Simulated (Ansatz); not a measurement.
**Changed inputs in constrained RPA: NiAuO2 (R-3m)**

What does U in NiAuO2 (R-3m) depend on besides the window?

Method: constrained RPA on LDA, plane waves, PAW, in Ansatz 0.2.0.

## (1) The structure

Symmetry: R-3m, No. 166, trigonal system. The conventional cell has a = 2.954 Å, b = 2.954 Å, c = 18.106 Å, α = 90.00°, β = 90.00°, γ = 120.00°. Nearest to Ni lie 6 O at 1.97 Å. Nearest to Au lie 2 O at 2.03 Å. O has 3 Ni at 1.97 Å and 1 Au at 2.03 Å nearest. Farther neighbours and most contacts between anions are not listed.

The cell and positions are those that the Materials Project relaxed with its own functionals (PBE, PBE+U or r2SCAN), kept fixed. The program's search for lower electronic states was switched off, so nothing shows that the state found is the lowest. Spin-orbit coupling is left out unless a step names it. The default PAW set here is soft_2. Its files were made with PBE.

## (2) Base: Ni eg, bands v1 to c1, 6×6×6 mesh, medium accuracy

Constrained RPA screens the interaction with every transition except those inside the target bands, which a later many-body model would treat itself.

The input, input.yaml:

```yaml
crystal:
  lattice:
    - [4.18083947, 4.18083947, -2.09186068]
    - [4.18083947, 2.09186068, -4.18083947]
    - [2.09186068, 4.18083947, -4.18083947]
  atoms:
    - { symbol: Ni, position: [0.5, 0.5, 0.5] }
    - { symbol: Au, position: [0.0, 0.0, 0.0] }
    - { symbol: O, position: [0.88767134, 0.88767134, 0.88767134] }
    - { symbol: O, position: [0.11232866, 0.11232866, 0.11232866] }
kpoints:
  mp_grid: { grid: [10, 10, 10] }
hamiltonian:
  xc: lda
scf:
  occupations: { method: gaussian, width: 0.08 }
  n_extra_bands: 24
  max_iter: 150
  lower_state_search: "off"
output:
  crpa:
    kmesh: [6, 6, 6]
    target_bands: [v1, c1]
    projections: [{ species: Ni, l: d, shell: 3, orbitals: [dz2, dx2-y2] }]
  local_orbitals:
    kmesh: [6, 6, 6]
    orbitals: [{ species: Ni, l: d, shell: 3, orbitals: [dz2, dx2-y2] }]
    window: { bands: [v1, c1] }
    seedname: lo
```

Command:

```bash
> ansatz run input.yaml --threads 4 --pin off --max-ram 9216MiB --backend cpu --events-out ev --progress --plain --runs-dir out
```

Numbers of over 12 decimals in the logs are rounded to 6 here.

The program printed:

```text
scf.n_extra_bands = 24 over 25 filled bands (N_el = 49.0): the run solves 49 bands
Engine: ansatz 0.2.0, x86_64-unknown-linux-gnu
Pseudopotentials: kind: paw
Pseudopotential: Ni, paw, valence charge 18, recommended cutoff 420 eV (normal), Ni.paw.azcp
Pseudopotential: Au, paw, valence charge 19, recommended cutoff 420 eV (normal), Au.paw.azcp
Pseudopotential: O, paw, valence charge 6, recommended cutoff 420 eV (normal), O.paw.azcp
Functional definition: SPW92
  exchange = slater_x
  correlation = pw_c
Crystal: 4 atoms, lattice volume = 45.617 Å³
Basis set: ecut = 420 eV, 885 PW (Γ)
Bands: 49, of which v1, the nominal top of the filled ones, is band 25 counted from 1 (24 counted from 0)
Symmetry: 12 space group operations
Space group: R-3m (ITA 166), of the structure as read, at distance tolerance 3.6e-5 Å
k-points: 116 of 1000
Non-local potential: Ni, projectors of the file, l = 0: 3, l = 1: 2, l = 2: 3, l = 3: 1
Non-local potential: Au, projectors of the file, l = 0: 3, l = 1: 2, l = 2: 2, l = 3: 1
Non-local potential: O, projectors of the file, l = 0: 2, l = 1: 2, l = 2: 1
PAW form: soft (Blöchl's): semilocal exchange-correlation on the pseudo side does not see the compensation charge
PAW frozen core: Ni, regenerated for the run's functional, and the local potential with it (the file was generated under x = pbe(κ = 0.804, μ = 0.219515), c = pbe(β = 0.066725))
PAW frozen core: Au, regenerated for the run's functional, and the local potential with it (the file was generated under x = pbe(κ = 0.804, μ = 0.219515), c = pbe(β = 0.066725))
PAW frozen core: O, regenerated for the run's functional, and the local potential with it (the file was generated under x = pbe(κ = 0.804, μ = 0.219515), c = pbe(β = 0.066725))
PAW one-centre angular grid: Ni, 590 points (default); XC on 64 Gauss nodes
PAW one-centre angular grid: Au, 590 points (default); XC on 64 Gauss nodes
PAW one-centre angular grid: O, 110 points (default); XC on 64 Gauss nodes
Initial density: superposition of atomic densities (neutral atoms: chi_scale 0, normalization atom), corrected by the library's trained network
Initial wavefunctions: pseudopotential atomic-orbital guess
Functional: x = slater, c = lda
SCF iter   1: F=—  HF=-19746.121441 eV  |F-HF|=—  |Δ(HF+E_count)|=         —  Δρ=2.14e-2  dr2=1.75e-1  ethr=1.77e-3  ⟨swp⟩=5.2  Hψ=22539  notcnv=0  defer=1478
preconditioner: auto → LDOS  [metal: Δε(μ)=0.010 eV  Ē_g=24.563 eV  σ=0.080 eV  W_gap=0.07  n_scr=16 (ndim 8)  ℏωp=31.6 eV  f_vac=0.016  D(μ)=3.54/eV (n_scr^D=42)  β→1.0]
SCF iter   2: F=—  HF=-19746.110200 eV  |F-HF|=—  |Δ(HF+E_count)|=   1.12e-2  Δρ=2.09e-2  dr2=1.01e-1  ethr=3.57e-4  ⟨swp⟩=2.2  Hψ=9171  notcnv=0  defer=1985
[...]
SCF iter   9: F=-19746.079920 eV  HF=-19746.079920 eV  |F-HF|=1.89e-8  |Δ(HF+E_count)|=   8.74e-8  Δρ=9.51e-6  dr2=2.16e-8  ethr=2.04e-10  ⟨swp⟩=11.6  Hψ=28994  notcnv=0
SCF 1 converged in 9 iterations: F = -19746.079920 eV  dr2 = 2.16e-8
[...]
NSCF: frozen V_eff on 35 k-points
NSCF: frozen V_eff on 32 k-points
[...]
cRPA screening: q 1/216
cRPA screening: q 2/216
cRPA screening: q 8/216 (q-point 3)
cRPA screening: q 14/216 (q-point 4)
cRPA screening: q 17/216 (q-point 8)
cRPA screening: q 23/216 (q-point 9)
cRPA screening: q 35/216 (q-point 10)
cRPA screening: q 47/216 (q-point 11)
cRPA screening: q 59/216 (q-point 12)
cRPA screening: q 65/216 (q-point 15)
[...]
cRPA screening: q 198/216 (q-point 89)
cRPA screening: q 204/216 (q-point 94)
cRPA screening: q 210/216 (q-point 95)
cRPA screening: q 216/216 (q-point 130)
SCF converged after 9 iterations
Free energy (F): -19746.079920 eV
Harris-Foulkes:  -19746.079920 eV  (|F-HF|=1.89e-8)
Internal energy: -19746.068112 eV  (E = F + TS)
E sigma→0 (E₀):  -19746.074016 eV
Entropy (-TS):   -0.011808 eV (-2.952 meV/atom)
Fermi energy:    13.971990 eV
--- Per-component energies (eV) ---
  E_band       = -654.841950
  E_kinetic    = 1226.522922
  E_local      = -6788.791169  (includes V_loc(G=0)·N_el)
  E_nonlocal   = 819.674935
  E_hartree    = 2806.605821
  E_xc         = -453.133547
  E_vxc        = -566.819920  (∫ρ·V_xc dr)
  E_paw        = -11276.372130  (= ΣΔE_a)
  E_vpaw       = -958.653370  (= ΣTr[D̂ρ^β])
  E_aug_tail   = 0.006838  (compensation charges beyond the density's cutoff)
  E_ewald      = -6081.732465
  E_core_change = 1.150681  (= ΣΔE_core)
  E_smearing   = -0.011808  (= −TS)
  E_closure    = 0.000000  (closes the sum)
  Σ components = -19746.079920   (vs F -19746.079920, Δ=0.00e0)
--- Band table (eV; the first three rows and the last of 116) ---
  k-point 0: bands = [... 21 lower, 11.7920, 11.7920, 12.0369, 14.8810, 14.8810, 15.4916, 19.0524, 21.5236, ... 20 higher]
  k-point 1: bands = [... 21 lower, 11.9401, 12.0667, 12.0936, 14.6456, 14.7978, 15.6721, 19.5149, 21.7815, ... 20 higher]
  k-point 2: bands = [... 21 lower, 12.0029, 12.2536, 12.4080, 14.1920, 14.6107, 15.9921, 20.6056, 22.4708, ... 20 higher]
  k-point 115: bands = [... 21 lower, 12.2734, 12.2734, 12.5976, 14.5584, 14.5584, 16.8785, 17.8143, 21.8401, ... 20 higher]
--- cRPA (band scheme, projected local orbitals): target bands 25..26 (1-based), 2 Wannier function(s), 6×6×6 mesh, 52 bands' worth read of 57 solved, ecut_chi 136.0 eV, v(q+G=0) probe_charge, pair densities all_electron ---
  χ-basis size per q: N_G = 159..172
  window electrons = 1.0000, filled by tetrahedron_uncorrected; constrained ε̄⁻¹(q = 0, 0) head = 0.036510; min gauge Gram eig = 0.2173
  Kanamori averages over each shell's own Wannier functions (sites counted from 0, functions from 1):
    Site 0, 3D, 2 of 5 d orbitals (Wannier functions 1, 2; wannier90's mr 1, 4):
      screened: U = 1.1320 eV, U' = 0.5800 eV, J = 0.2760 eV
      screened, to within: U = 2.0e-3 eV, U' = 2.0e-3 eV, J = 3.6e-4 eV
      bare: V = 12.8449 eV, V' = 11.7159 eV, J = 0.5645 eV
  Hermiticity witness max|P − P†| over intra, direct and exchange elements: 1.78e-15 eV (screened), 2.09e-19 eV (bare)
  Reality witness max|Im| over intra, direct and exchange elements: 3.27e-19 eV (screened), 1.45e-19 eV (bare)
```

Run time: 24 min. Hardware: 4 threads of AMD EPYC 7571, shared host; peak memory 0.91 GiB.

Reading the cycles: dr2 is the Hartree energy of the density residual (eV), the measure of convergence; HF is the Harris–Foulkes estimate of the energy, which meets the free energy F at convergence.

This step gave:

```
U                                                 : 1.132 eV
U prime (inter-orbital)                           : 0.5800 eV
J                                                 : 0.2760 eV
bare V                                            : 12.84 eV
bare J                                            : 0.5645 eV
stated bound on U                                 : 0.001927 eV
U over bare V                                     : 0.08813
electrons in the window                           : 1.0000
head of the constrained inverse dielectric matrix : 0.03651
least eigenvalue of the projection's overlap      : 0.2173
target functions                                  : 2
bands in the sums                                 : 52
r.m.s. miss of the model bands                    : 0.06304 eV
width of the target bands                         : 1.765 eV
weight of the projected orbitals in the window    : 0.4924
```

On the Ni eg shell, screening brings the on-site interaction from 12.8 eV down to U = 1.13 eV.

## (3) Changed: 4×4×4 mesh

input.yaml: that of step 2 with these lines changed.

```diff
@@ -21,9 +21,4 @@
   crpa:
-    kmesh: [6, 6, 6]
+    kmesh: [4, 4, 4]
     target_bands: [v1, c1]
     projections: [{ species: Ni, l: d, shell: 3, orbitals: [dz2, dx2-y2] }]
-  local_orbitals:
-    kmesh: [6, 6, 6]
-    orbitals: [{ species: Ni, l: d, shell: 3, orbitals: [dz2, dx2-y2] }]
-    window: { bands: [v1, c1] }
-    seedname: lo
```

The program printed:

```text
[...]
Crystal: 4 atoms, lattice volume = 45.617 Å³
Basis set: ecut = 420 eV, 885 PW (Γ)
Bands: 49, of which v1, the nominal top of the filled ones, is band 25 counted from 1 (24 counted from 0)
[... 1 set-up line as in the run before ...]
[...]
k-points: 116 of 1000
[...]
SCF iter   1: F=—  HF=-19746.121441 eV  |F-HF|=—  |Δ(HF+E_count)|=         —  Δρ=2.14e-2  dr2=1.75e-1  ethr=1.77e-3  ⟨swp⟩=5.2  Hψ=22539  notcnv=0  defer=1478
[...]
SCF iter   9: F=-19746.079920 eV  HF=-19746.079920 eV  |F-HF|=1.89e-8  |Δ(HF+E_count)|=   8.74e-8  Δρ=9.51e-6  dr2=2.16e-8  ethr=2.04e-10  ⟨swp⟩=11.6  Hψ=28994  notcnv=0
SCF 1 converged in 9 iterations: F = -19746.079920 eV  dr2 = 2.16e-8
[...]
NSCF: frozen V_eff on 13 k-points
[...]
cRPA screening: q 1/64
cRPA screening: q 2/64
cRPA screening: q 8/64 (q-point 3)
cRPA screening: q 11/64 (q-point 6)
cRPA screening: q 17/64 (q-point 7)
[...]
Free energy (F): -19746.079920 eV
[...]
Internal energy: -19746.068112 eV  (E = F + TS)
E sigma→0 (E₀):  -19746.074016 eV
Entropy (-TS):   -0.011808 eV (-2.952 meV/atom)
Fermi energy:    13.971990 eV
[...]
--- Band table (eV; the first three rows and the last of 116) ---
  k-point 0: bands = [... 21 lower, 11.7920, 11.7920, 12.0369, 14.8810, 14.8810, 15.4916, 19.0524, 21.5236, ... 20 higher]
  k-point 1: bands = [... 21 lower, 11.9401, 12.0667, 12.0936, 14.6456, 14.7978, 15.6721, 19.5149, 21.7815, ... 20 higher]
  k-point 2: bands = [... 21 lower, 12.0029, 12.2536, 12.4080, 14.1920, 14.6107, 15.9921, 20.6056, 22.4708, ... 20 higher]
  k-point 115: bands = [... 21 lower, 12.2734, 12.2734, 12.5976, 14.5584, 14.5584, 16.8785, 17.8143, 21.8401, ... 20 higher]
[...]
χ-basis size per q: N_G = 161..169
[...]
Site 0, 3D, 2 of 5 d orbitals (Wannier functions 1, 2; wannier90's mr 1, 4):
      screened: U = 1.0975 eV, U' = 0.5547 eV, J = 0.2714 eV
      screened, to within: U = 2.3e-3 eV, U' = 2.3e-3 eV, J = 3.6e-4 eV
      bare: V = 12.8247 eV, V' = 11.7046 eV, J = 0.5601 eV
[...]
[key lines of the parts left out:]
SCF converged after 9 iterations
```

The job ended after 2.7 min (4 threads; peak memory 0.71 GiB; 10 min of CPU time).

This step gave:

```yaml
u: 1.098 eV
u_prime_inter_orbital: 0.5547 eV
j: 0.2714 eV
bare_v: 12.82 eV
bare_j: 0.5601 eV
stated_bound_on_u: 0.002208 eV
u_over_bare_v: 0.08558
electrons_in_the_window: 1.000
head_of_the_constrained_inverse_dielectric_matrix: 0.03241
least_eigenvalue_of_the_projection_s_overlap: 0.2173
target_functions: 2
bands_in_the_sums: 52
width_of_the_target_bands: 1.765 eV
weight_of_the_projected_orbitals_in_the_window: 0.4924
```

On the Ni eg shell, screening brings the on-site interaction from 12.8 eV down to U = 1.10 eV.

## (4) Changed: sums over states

input.yaml: that of step 3 with these lines changed.

```diff
@@ -21,4 +21,7 @@
   crpa:
-    kmesh: [4, 4, 4]
+    kmesh: [6, 6, 6]
     target_bands: [v1, c1]
     projections: [{ species: Ni, l: d, shell: 3, orbitals: [dz2, dx2-y2] }]
+    accuracy: sum_over_states
+    n_empty_bands: 25
+    ecut_chi: 250
```

The program printed:

```text
[...]
Crystal: 4 atoms, lattice volume = 45.617 Å³
Basis set: ecut = 420 eV, 885 PW (Γ)
Bands: 49, of which v1, the nominal top of the filled ones, is band 25 counted from 1 (24 counted from 0)
[... 1 set-up line as in the run before ...]
[...]
k-points: 116 of 1000
[...]
χ-basis size per q: N_G = 399..426
[...]
U and J over all bands: no bound (output.crpa.accuracy: sum_over_states); those below are of the sums over the bands read on the sphere of ecut_chi, with what the atoms add
[...]
Site 0, 3D, 2 of 5 d orbitals (Wannier functions 1, 2; wannier90's mr 1, 4):
      screened: U = 1.3072 eV, U' = 0.5963 eV, J = 0.3554 eV
      bare: V = 12.8449 eV, V' = 11.7159 eV, J = 0.5645 eV
[...]
[key lines of the parts left out:]
SCF converged after 9 iterations
Free energy (F): -19746.079920 eV
Fermi energy:    13.971990 eV
```

Elapsed: 4.2 min, on 4 threads; peak memory 0.72 GiB; 16 min of CPU time.

This variant gives U = 1.31 eV against 1.13 eV. It is a finite sum over empty states with no bound on its error and stays out of the table below.

## (5) Side by side

Times are wall times on 4 threads of AMD EPYC 7571, shared host, good to a factor of about two.

```tsv
run	bare V (eV)	U (eV)	J (eV)	bound on U (eV)	width (eV)	time
target window	12.84	1.132	0.276	0.0019	1.77	24 min
4×4×4 mesh	12.82	1.098	0.271	0.0022	1.77	2.7 min
```

## (6) Results

```yaml
target_window: U 1.13 eV, J 0.28 eV
4x4x4_mesh: U 1.10 eV, J 0.27 eV
```

4×4×4 mesh moves U by −0.03 eV at 0.11 times the time. The printed bound covers the solver alone, not the mesh, and no denser mesh than the base was run. The parent state is non-magnetic and the interaction static (zero frequency); U depends on the window and the orbitals, so it belongs to this model alone. Spin-orbit coupling, which is strong for atoms this heavy, is left out.

[Paths, hosts, dates, memory and timing lines, banners, echoed tables and standing remarks are left out of the program output.]

[Logs are printed without paths, hosts, clocks, repeated set-up lines and the standing remarks that a program may print on its own settings, such as how far it seeks lower states.]

[Runs of the session that timed out or met a known fault of the program may be left out.]

[Hosts, paths, dates, database ids (printed as entryN), source tags and the programs' standing remarks are cut or masked in the printed files.]
